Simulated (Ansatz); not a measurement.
# Decaying states in the gap of Cs2KNa2Cl5

Wanted: the relaxed cell of Cs2KNa2Cl5, its band edges and its decay constants. It is built by putting Cs for part of the Na in the KNa4Cl5 structure of space group R-3m, with the volume rescaled by atomic radii. The parent structure comes from the Materials Project.

Program: Ansatz 0.2.0. Level of theory: LDA DFT, plane waves, PAW files, in the first sound run; inputs show where later runs differ. Results are calculated unless marked as measured.

The structure was built from a prototype and need not be the compound's stable phase.

## Step 1: Set-up

The structure is trigonal, space group R-3m (No. 166). The conventional cell has a = 4.342 Å, b = 4.342 Å, c = 53.809 Å, α = 90.00°, β = 90.00°, γ = 120.00°. Nearest to K lie 6 Cl at 3.29 Å. Cs has 6 Cl at 3.03 Å nearest. Na has 6 Cl at 3.03 to 3.04 Å nearest. Nearest to Cl lie 3 Cs at 3.03 Å and 3 K at 3.29 Å. Nearest to Cl lie 6 Na at 3.04 Å. Nearest to Cl lie 3 Cs at 3.03 Å and 3 Na at 3.03 Å. It derives from KNa4Cl5. Cs for part of the Na in the KNa4Cl5 structure of space group R-3m. Farther neighbours and most contacts between anions are not listed.

## Step 2: Cell and atoms at rest

The substituted atoms don't fit the parent's cell, so cell and atoms relax together. A small smearing keeps the run stable in case the gap closes on the way.

input.yaml reads:

```yaml
crystal:
  lattice:
    - [2.1710806639, 1.2534740057, 17.9362366462]
    - [-2.1710806639, 1.2534740057, 17.9362366462]
    - [0.0, -2.5069480115, 17.9362366462]
  atoms:
    - { symbol: K, position: [0.0, 0.0, 0.0] }
    - { symbol: Cs, position: [0.4045562, 0.4045562, 0.4045562] }
    - { symbol: Na, position: [0.80132774, 0.80132774, 0.80132774] }
    - { symbol: Na, position: [0.19867226, 0.19867226, 0.19867226] }
    - { symbol: Cs, position: [0.5954438, 0.5954438, 0.5954438] }
    - { symbol: Cl, position: [0.29360735, 0.29360735, 0.29360735] }
    - { symbol: Cl, position: [0.5, 0.5, 0.5] }
    - { symbol: Cl, position: [0.89706855, 0.89706855, 0.89706855] }
    - { symbol: Cl, position: [0.70639265, 0.70639265, 0.70639265] }
    - { symbol: Cl, position: [0.10293145, 0.10293145, 0.10293145] }
kpoints:
  mp_grid: { grid: [6, 6, 6] }
scf:
  occupations: { method: gaussian, width: 0.03 }
hamiltonian:
  xc: lda
output:
  forces: true
  stress: true
relax:
  f_tol: 0.02
  max_steps: 60
  cell: {}
```

On the command line:

```console
$ ansatz run input.yaml --threads 2 --pin off --max-ram 4096MiB --backend cpu --events-out ev --progress --plain --runs-dir out
```

Numbers of over 12 decimals in the logs are rounded to 6 here.

Log:

```text
basis.fft_grid_basis auto: the FFT boxes are laid along the combinations [[1, 0, -1], [0, 1, -1], [0, 0, 1]] of the cell's own vectors, 4.342, 4.342 and 18.111 Å long. The dense box has 30×30×125 points. Along the cell's own vectors, as sized, it would have 125×125×125, 17.36 times as many. Of the 12 symmetry operations that the crystal satisfies within crystal.symmetry.tolerance (time reversal apart; of a slab, thos [...]
Engine: ansatz 0.2.0, aarch64-unknown-linux-gnu
Pseudopotentials: kind: paw
Pseudopotential: K, paw, valence charge 9, recommended cutoff 420 eV (normal), K.paw.azcp
Pseudopotential: Cs, paw, valence charge 9, recommended cutoff 420 eV (normal), Cs.paw.azcp
Pseudopotential: Na, paw, valence charge 9, recommended cutoff 420 eV (normal), Na.paw.azcp
Pseudopotential: Cl, paw, valence charge 7, recommended cutoff 420 eV (normal), Cl.paw.azcp
Functional definition: SPW92
  exchange = slater_x
  correlation = pw_c
Crystal: 10 atoms, lattice volume = 292.869 Å³
Basis set: ecut = 420 eV, 5741 PW (Γ), FFT grids on a1−a3, a2−a3, a3
Bands: 50, of which v1, the nominal top of the filled ones, is band 40 counted from 1 (39 counted from 0)
Symmetry: 12 space group operations
Space group: R-3m (ITA 166), of the structure as read, at distance tolerance 6.6e-5 Å
k-points: 32 of 216
Non-local potential: K, projectors of the file, l = 0: 3, l = 1: 2, l = 2: 2
Non-local potential: Cs, projectors of the file, l = 0: 3, l = 1: 2, l = 2: 2, l = 3: 2
Non-local potential: Na, projectors of the file, l = 0: 3, l = 1: 2, l = 2: 1
Non-local potential: Cl, projectors of the file, l = 0: 2, l = 1: 2, l = 2: 2
PAW form: soft (Blöchl's): semilocal exchange-correlation on the pseudo side does not see the compensation charge
PAW frozen core: K, regenerated for the run's functional, and the local potential with it (the file was generated under x = pbe(κ = 0.804, μ = 0.219515), c = pbe(β = 0.066725))
PAW frozen core: Cs, regenerated for the run's functional, and the local potential with it (the file was generated under x = pbe(κ = 0.804, μ = 0.219515), c = pbe(β = 0.066725))
PAW frozen core: Na, regenerated for the run's functional, and the local potential with it (the file was generated under x = pbe(κ = 0.804, μ = 0.219515), c = pbe(β = 0.066725))
PAW frozen core: Cl, regenerated for the run's functional, and the local potential with it (the file was generated under x = pbe(κ = 0.804, μ = 0.219515), c = pbe(β = 0.066725))
PAW one-centre angular grid: K, 110 points (default); XC on 64 Gauss nodes
PAW one-centre angular grid: Cs, 194 points (default); XC on 64 Gauss nodes
PAW one-centre angular grid: Na, 110 points (default); XC on 64 Gauss nodes
PAW one-centre angular grid: Cl, 110 points (default); XC on 64 Gauss nodes
Initial density: superposition of atomic densities (neutral atoms: chi_scale 0, normalization atom), corrected by the library's trained network
Initial wavefunctions: pseudopotential atomic-orbital guess
Functional: x = slater, c = lda
SCF iter   1: F=—  HF=-20676.834071 eV  |F-HF|=—  |Δ(HF+E_count)|=         —  Δρ=5.92e-3  dr2=9.60e-2  ethr=1.77e-3  ⟨swp⟩=9.9  Hψ=8295  notcnv=0  defer=6
preconditioner: auto → Resta (q_TF=auto, 2.198 Å⁻¹)  ε∞=3.0  [insulator: Δε(μ)=4.152 eV  Ē_g=11.646 eV  σ=0.030 eV  W_gap=1.00  n_scr=60 (ndim 8)  ℏωp=16.5 eV  f_vac=0.070  D(μ)=0.00/eV (n_scr^D=0)  ε∞_Penn≈3.0]
SCF iter   2: F=—  HF=-20676.803031 eV  |F-HF|=—  |Δ(HF+E_count)|=   3.10e-2  Δρ=2.73e-3  dr2=1.78e-2  ethr=1.20e-4  ⟨swp⟩=2.0  Hψ=3241  notcnv=0  defer=120
SCF iter   3: F=—  HF=-20676.798106 eV  |F-HF|=—  |Δ(HF+E_count)|=   4.92e-3  Δρ=6.37e-4  dr2=1.17e-3  ethr=2.22e-5  ⟨swp⟩=2.4  Hψ=2120  notcnv=0  defer=120
SCF iter   4: F=—  HF=-20676.797966 eV  |F-HF|=—  |Δ(HF+E_count)|=   1.40e-4  Δρ=1.05e-4  dr2=3.93e-5  ethr=1.46e-6  ⟨swp⟩=2.0  Hψ=2409  notcnv=0  defer=120
SCF iter   5: F=—  HF=-20676.798179 eV  |F-HF|=—  |Δ(HF+E_count)|=   2.13e-4  Δρ=3.55e-5  dr2=4.03e-6  ethr=4.92e-8  ⟨swp⟩=2.0  Hψ=2467  notcnv=0  defer=120
SCF iter   6: F=—  HF=-20676.798182 eV  |F-HF|=—  |Δ(HF+E_count)|=   2.45e-6  Δρ=6.07e-6  dr2=1.39e-7  ethr=5.03e-9  ⟨swp⟩=2.5  Hψ=2444  notcnv=0  defer=120
SCF iter   7: F=-20676.798182 eV  HF=-20676.798182 eV  |F-HF|=3.98e-9  |Δ(HF+E_count)|=   9.41e-8  Δρ=2.01e-6  dr2=1.67e-8  ethr=1.25e-10  ⟨swp⟩=4.0  Hψ=5216  notcnv=0
SCF 1 converged in 7 iterations: F = -20676.798182 eV  dr2 = 1.67e-8
  greatest PAW one-centre occupation: 0.999 electrons in one spin orbital (limit 2), on the Na atom at site 3 (counted from 0), in its partial waves of l = 0
relax step   1: F+E_penalty+E_count = -20676.79818193 eV  Δ(F+E_penalty+E_count) = +0.000e0 eV  max|allowed force component| = 1.725e0 eV/Å  Δτ_max = 0.0000 Å  P = +2.314 GPa  Ω = 292.869 Å³  (7 SCF iters, dr2 threshold 1.00e-7 eV, accepted)
Crystal: 10 atoms, lattice volume = 302.256 Å³
Basis set: ecut = 420 eV, 5971 PW (Γ), FFT grids on a1−a3, a2−a3, a3
Initial density: handed on by an earlier stage of this run
Initial wavefunctions: those handed on with the density
iter 1 solved again at ethr=1.39e-4 eV; its pass at ethr=3.10e-3 eV (dr2=1.11e-1 eV) is discarded
SCF iter   1: F=—  HF=-20677.843453 eV  |F-HF|=—  |Δ(HF+E_count)|=         —  Δρ=6.17e-3  dr2=1.12e-1  ethr=1.39e-4  ⟨swp⟩=2.9  Hψ=9343  notcnv=0
preconditioner: auto → Resta (q_TF=auto, 2.186 Å⁻¹)  ε∞=2.9  [insulator: Δε(μ)=4.525 eV  Ē_g=11.724 eV  σ=0.030 eV  W_gap=1.00  n_scr=60 (ndim 8)  ℏωp=16.3 eV  f_vac=0.056  D(μ)=0.00/eV (n_scr^D=0)  ε∞_Penn≈2.9]
SCF iter   2: F=—  HF=-20677.811432 eV  |F-HF|=—  |Δ(HF+E_count)|=   3.20e-2  Δρ=2.83e-3  dr2=1.52e-2  ethr=1.39e-4  ⟨swp⟩=2.2  Hψ=2406  notcnv=0
SCF iter   3: F=—  HF=-20677.806765 eV  |F-HF|=—  |Δ(HF+E_count)|=   4.67e-3  Δρ=6.89e-4  dr2=1.22e-3  ethr=1.90e-5  ⟨swp⟩=2.0  Hψ=2243  notcnv=0
SCF iter   4: F=—  HF=-20677.806385 eV  |F-HF|=—  |Δ(HF+E_count)|=   3.80e-4  Δρ=9.34e-5  dr2=3.75e-5  ethr=1.52e-6  ⟨swp⟩=2.2  Hψ=2784  notcnv=0
SCF iter   5: F=—  HF=-20677.806579 eV  |F-HF|=—  |Δ(HF+E_count)|=   1.94e-4  Δρ=4.47e-5  dr2=4.03e-6  ethr=4.69e-8  ⟨swp⟩=2.0  Hψ=2871  notcnv=0
SCF iter   6: F=-20677.806578 eV  HF=-20677.806578 eV  |F-HF|=3.17e-8  |Δ(HF+E_count)|=   1.84e-6  Δρ=7.78e-6  dr2=2.97e-7  ethr=1.25e-9  ⟨swp⟩=4.0  Hψ=5568  notcnv=0
SCF 2 converged in 6 iterations: F = -20677.806578 eV  dr2 = 2.97e-7
relax step   2: F+E_penalty+E_count = -20677.80657761 eV  Δ(F+E_penalty+E_count) = -1.008e0 eV  max|allowed force component| = 8.681e-1 eV/Å  Δτ_max = 0.1942 Å  P = -0.087 GPa  Ω = 302.256 Å³  energy of the carried Pulay correction = -1.082e-4 eV  (6 SCF iters, dr2 threshold 1.00e-6 eV, accepted)
Crystal: 10 atoms, lattice volume = 294.859 Å³
Basis set: ecut = 420 eV, 5773 PW (Γ), FFT grids on a1−a3, a2−a3, a3
iter 1 solved again at ethr=2.17e-4 eV; its pass at ethr=3.10e-3 eV (dr2=1.74e-1 eV) is discarded
SCF iter   1: F=—  HF=-20678.328818 eV  |F-HF|=—  |Δ(HF+E_count)|=         —  Δρ=7.92e-3  dr2=1.77e-1  ethr=2.17e-4  ⟨swp⟩=2.9  Hψ=8873  notcnv=0
preconditioner: auto → Resta (q_TF=auto, 2.195 Å⁻¹)  ε∞=3.0  [insulator: Δε(μ)=4.449 eV  Ē_g=11.789 eV  σ=0.030 eV  W_gap=1.00  n_scr=60 (ndim 8)  ℏωp=16.5 eV  f_vac=0.036  D(μ)=0.00/eV (n_scr^D=0)  ε∞_Penn≈3.0]
SCF iter   2: F=—  HF=-20678.276364 eV  |F-HF|=—  |Δ(HF+E_count)|=   5.25e-2  Δρ=3.64e-3  dr2=2.49e-2  ethr=2.17e-4  ⟨swp⟩=2.2  Hψ=2405  notcnv=0
SCF iter   3: F=—  HF=-20678.267586 eV  |F-HF|=—  |Δ(HF+E_count)|=   8.78e-3  Δρ=8.18e-4  dr2=1.54e-3  ethr=3.11e-5  ⟨swp⟩=2.2  Hψ=3095  notcnv=0
SCF iter   4: F=—  HF=-20678.267088 eV  |F-HF|=—  |Δ(HF+E_count)|=   4.98e-4  Δρ=1.30e-4  dr2=4.23e-5  ethr=1.92e-6  ⟨swp⟩=2.0  Hψ=1872  notcnv=0
SCF iter   5: F=—  HF=-20678.267278 eV  |F-HF|=—  |Δ(HF+E_count)|=   1.90e-4  Δρ=4.02e-5  dr2=5.16e-6  ethr=5.29e-8  ⟨swp⟩=2.0  Hψ=2810  notcnv=0
SCF iter   6: F=-20678.267277 eV  HF=-20678.267277 eV  |F-HF|=4.46e-8  |Δ(HF+E_count)|=   8.48e-7  Δρ=7.55e-6  dr2=2.14e-7  ethr=1.25e-9  ⟨swp⟩=4.1  Hψ=5570  notcnv=0
SCF 3 converged in 6 iterations: F = -20678.267277 eV  dr2 = 2.14e-7
relax step   3: F+E_penalty+E_count = -20678.26727723 eV  Δ(F+E_penalty+E_count) = -4.607e-1 eV  max|allowed force component| = 2.710e-1 eV/Å  Δτ_max = 0.1948 Å  P = -0.545 GPa  Ω = 294.859 Å³  energy of the carried Pulay correction = -2.321e-5 eV  (6 SCF iters, dr2 threshold 1.00e-6 eV, accepted)
[...]
relax step   4: F+E_penalty+E_count = -20678.38742619 eV  Δ(F+E_penalty+E_count) = -1.201e-1 eV  max|allowed force component| = 7.300e-2 eV/Å  Δτ_max = 0.1937 Å  P = -0.124 GPa  Ω = 283.287 Å³  energy of the carried Pulay correction = +1.141e-4 eV  (6 SCF iters, dr2 threshold 1.00e-6 eV, accepted)
[...]
relax step   5: F+E_penalty+E_count = -20678.39141417 eV  Δ(F+E_penalty+E_count) = -3.988e-3 eV  max|allowed force component| = 1.624e-2 eV/Å  Δτ_max = 0.0422 Å  P = -0.045 GPa  Ω = 282.138 Å³  energy of the carried Pulay correction = +1.280e-4 eV  (5 SCF iters, dr2 threshold 3.33e-7 eV, accepted)
[...]
relax step   6: F+E_penalty+E_count = -20678.39170719 eV  Δ(F+E_penalty+E_count) = -2.930e-4 eV  max|allowed force component| = 5.242e-3 eV/Å  Δτ_max = 0.0079 Å  P = -0.028 GPa  Ω = 281.964 Å³  energy of the carried Pulay correction = +1.301e-4 eV  (5 SCF iters, dr2 threshold 9.06e-9 eV, accepted)
Initial wavefunctions: pseudopotential atomic-orbital guess (no wavefunctions were taken with the density)
iter 1 solved again at ethr=4.50e-7 eV; its pass at ethr=3.10e-3 eV (dr2=3.60e-4 eV) is discarded
SCF iter   1: F=—  HF=-20678.392033 eV  |F-HF|=—  |Δ(HF+E_count)|=         —  Δρ=4.69e-5  dr2=2.06e-7  ethr=4.50e-7  ⟨swp⟩=3.3  Hψ=12153  notcnv=0
eigensolver tolerance schedule: the retry pair's looser diagonalisation over-reported the residual by 1745.25 of it (diagonalisation noise at 0.34 of the residual, at the tolerance the schedule requests for it); recorded, not acted on — ethr = c·dr2/N_el stays at c = 1.0e-1
preconditioner: auto → Resta (q_TF=auto, 2.212 Å⁻¹)  ε∞=3.0  [insulator: Δε(μ)=4.501 eV  Ē_g=11.900 eV  σ=0.030 eV  W_gap=1.00  n_scr=60 (ndim 8)  ℏωp=16.8 eV  f_vac=0.030  D(μ)=0.00/eV (n_scr^D=0)  ε∞_Penn≈3.0]
SCF iter   2: F=—  HF=-20678.391591 eV  |F-HF|=—  |Δ(HF+E_count)|=   4.42e-4  Δρ=2.37e-5  dr2=5.49e-8  ethr=2.58e-10  ⟨swp⟩=2.7  Hψ=3205  notcnv=0
SCF iter   3: F=—  HF=-20678.391593 eV  |F-HF|=—  |Δ(HF+E_count)|=   2.42e-6  Δρ=1.78e-6  dr2=5.73e-9  ethr=6.86e-11  ⟨swp⟩=2.0  Hψ=2451  notcnv=0
SCF iter   4: F=—  HF=-20678.391593 eV  |F-HF|=—  |Δ(HF+E_count)|=   6.68e-9  Δρ=3.15e-7  dr2=4.81e-10  ethr=7.16e-12  ⟨swp⟩=2.0  Hψ=2146  notcnv=0
SCF iter   5: F=-20678.391593 eV  HF=-20678.391593 eV  |F-HF|=0.00e0  |Δ(HF+E_count)|=  1.02e-10  Δρ=7.69e-8  dr2=2.47e-11  ethr=1.00e-12  ⟨swp⟩=4.3  Hψ=5386  notcnv=0
SCF 7 converged in 5 iterations: F = -20678.391593 eV  dr2 = 2.47e-11
relax step   7: F+E_penalty+E_count = -20678.39159300 eV  Δ(F+E_penalty+E_count) = +1.142e-4 eV  max|allowed force component| = 5.232e-3 eV/Å  Δτ_max = 0.0000 Å  P = -0.028 GPa  Ω = 281.964 Å³  stress off target by 4.26e-2 GPa  SCF on the basis re-selected at this cell (its energy is not comparable with the rows above)  (5 SCF iters)
basis re-selected at this cell: Δ(F+E_penalty+E_count) = +1.142e-4 eV, ΔP = +0.000 GPa vs the last step (what re-selecting the basis moved, of the pressure what is left beyond the Pulay correction that the steps carried, after the strain that the cell walked since its last selection, with what the two solves' SCF thresholds leave and, on support functions, any second-order correction that the steps lacked; it is no m [...]
SCF converged after 5 iterations
Free energy (F): -20678.391593 eV
Harris-Foulkes:  -20678.391593 eV  (|F-HF|=0.00e0)
Internal energy: -20678.391593 eV  (E = F + TS)
E sigma→0 (E₀):  -20678.391593 eV
Fermi energy:    4.427385 eV
--- Per-component energies (eV) ---
  E_band       = -687.461205
  E_kinetic    = 1592.814626
  E_local      = -5436.872711  (includes V_loc(G=0)·N_el)
  E_nonlocal   = 465.041231
  E_hartree    = 1984.930431
  E_xc         = -1089.195867
  E_vxc        = -1129.501830  (∫ρ·V_xc dr)
  E_paw        = -14164.326721  (= ΣΔE_a)
  E_vpaw       = -148.803890  (= ΣTr[D̂ρ^β])
  E_aug_tail   = 0.000480  (compensation charges beyond the density's cutoff)
  E_ewald      = -4032.815913
  E_core_change = 2.032851  (= ΣΔE_core)
  E_smearing   = -0.000000  (= −TS)
  E_closure    = 0.000000  (closes the sum)
  Σ components = -20678.391593   (vs F -20678.391593, Δ=0.00e0)
--- Forces (eV/Å), atoms counted from 1 ---
  atom   1  K     -0.00000000     0.00000000     0.00000000
  atom   2  Cs    -0.00000000     0.00000000    -0.00132116
  atom   3  Na    -0.00000000     0.00000000    -0.00127463
  atom   4  Na     0.00000000    -0.00000000     0.00127463
  atom   5  Cs     0.00000000    -0.00000000     0.00132116
  atom   6  Cl     0.00000000     0.00000000    -0.00451675
  atom   7  Cl    -0.00000000     0.00000000     0.00000000
  atom   8  Cl    -0.00000000    -0.00000000     0.00523218
  atom   9  Cl    -0.00000000    -0.00000000     0.00451675
  atom  10  Cl     0.00000000     0.00000000    -0.00523218
  max |Σ_I F_I| component: 4.63e-18 eV/Å
--- Stress (GPa, compression-positive) ---
       -0.042574       0.000000       0.000000
        0.000000      -0.042574      -0.000000
        0.000000      -0.000000       0.000646
  P = ⅓ Tr σ = -0.0282 GPa (-0.282 kbar)
--- Relaxed structure (6 steps of the walk, 6 accepted, 1 SCFs on fresh bases) ---
  F+E_penalty+E_count = -20678.39159300 eV   max|allowed force component| = 5.232e-3 eV/Å   (the final SCF, on the basis selected at the relaxed cell)
  cell:  # Å, volume = 281.9640 Å³
    - [2.122180, 1.225241, 18.073348]
    - [-2.122180, 1.225241, 18.073348]
    - [0, -2.450482, 18.073348]
  atoms:
    - { symbol: K, position: [-3.288348573170128e-19, -3.288348573170119e-19, -3.288348573109575e-19] }
    - { symbol: Cs, position: [0.406868, 0.406868, 0.406868] }
    - { symbol: Na, position: [0.807149, 0.807149, 0.807149] }
    - { symbol: Na, position: [0.192851, 0.192851, 0.192851] }
    - { symbol: Cs, position: [0.593132, 0.593132, 0.593132] }
    - { symbol: Cl, position: [0.300592, 0.300592, 0.300592] }
    - { symbol: Cl, position: [0.500000, 0.500000, 0.500000] }
    - { symbol: Cl, position: [0.885667, 0.885667, 0.885667] }
    - { symbol: Cl, position: [0.699408, 0.699408, 0.699408] }
    - { symbol: Cl, position: [0.114333, 0.114333, 0.114333] }
```

Run time: 82 s. Hardware: 2 threads of Arm Neoverse V1, shared host; peak memory 0.74 GiB.

Relaxation path:

```tsv
step	energy less that of the first step (eV)	largest force component (eV/Å)	pressure (GPa)	volume (Å³)
1	0.0000	1.7246	2.31	292.87
2	-1.0084	0.8681	-0.09	302.26
3	-1.4691	0.2710	-0.55	294.86
4	-1.5892	0.0730	-0.12	283.29
5	-1.5932	0.0162	-0.05	282.14
6	-1.5935	0.0052	-0.03	281.96
7*	-1.5934	0.0052	-0.03	281.96
```

Relaxation steps marked * repeat the geometry before them on a plane-wave basis chosen anew for their cell, so energy and pressure can jump there.

Forces are held to the 12 operations that the run works with; a distortion that breaks them can't arise in this run.

```tsv
conventional cell, symmetrised	before	after	change
a (Å)	4.342	4.244	-2.3 %
b (Å)	4.342	4.244	-2.3 %
c (Å)	53.809	54.220	+0.8 %
volume (Å³/atom)	29.29	28.20	-3.7 %
```

The atoms that moved most (Å, as changes of fractional coordinates times the final cell):

```tsv
atom	dx	dy	dz	length
Cl10	0.000	0.000	0.618	0.618
Cl8	0.000	0.000	-0.618	0.618
Cl6	0.000	0.000	0.379	0.379
Cl9	0.000	0.000	-0.379	0.379
Na3	0.000	0.000	0.316	0.316
Na4	0.000	0.000	-0.316	0.316
Cs5	0.000	0.000	-0.125	0.125
Cs2	0.000	0.000	0.125	0.125
```

The relaxed structure:

```cif
data_structure
_symmetry_space_group_name_H-M 'P 1'
_symmetry_Int_Tables_number 1
_cell_length_a 18.2387
_cell_length_b 18.2387
_cell_length_c 18.2387
_cell_angle_alpha 13.364
_cell_angle_beta 13.364
_cell_angle_gamma 13.364
_cell_volume 281.96
loop_
_atom_site_label
_atom_site_type_symbol
_atom_site_fract_x
_atom_site_fract_y
_atom_site_fract_z
_atom_site_occupancy
K1 K 0.00000 0.00000 0.00000 1
Cs2 Cs 0.40687 0.40687 0.40687 1
Na3 Na 0.80715 0.80715 0.80715 1
Na4 Na 0.19285 0.19285 0.19285 1
Cs5 Cs 0.59313 0.59313 0.59313 1
Cl6 Cl 0.30059 0.30059 0.30059 1
Cl7 Cl 0.50000 0.50000 0.50000 1
Cl8 Cl 0.88567 0.88567 0.88567 1
Cl9 Cl 0.69941 0.69941 0.69941 1
Cl10 Cl 0.11433 0.11433 0.11433 1
```

Numbers from this step:

```yaml
free_energy: -20678.3916 eV
fermi_energy: 4.427 eV
pressure: -0.02817 GPa
```

The largest force component on a free atom ends at 0.0052 eV/Å.

[end of part 1 of 3]

[Logs are printed without paths, hosts, clocks, repeated set-up lines and the standing remarks that a program may print on its own settings, such as how far it seeks lower states.]

[Hosts, paths, dates, database ids (printed as entryN), source tags and the programs' standing remarks are cut or masked in the printed files.]
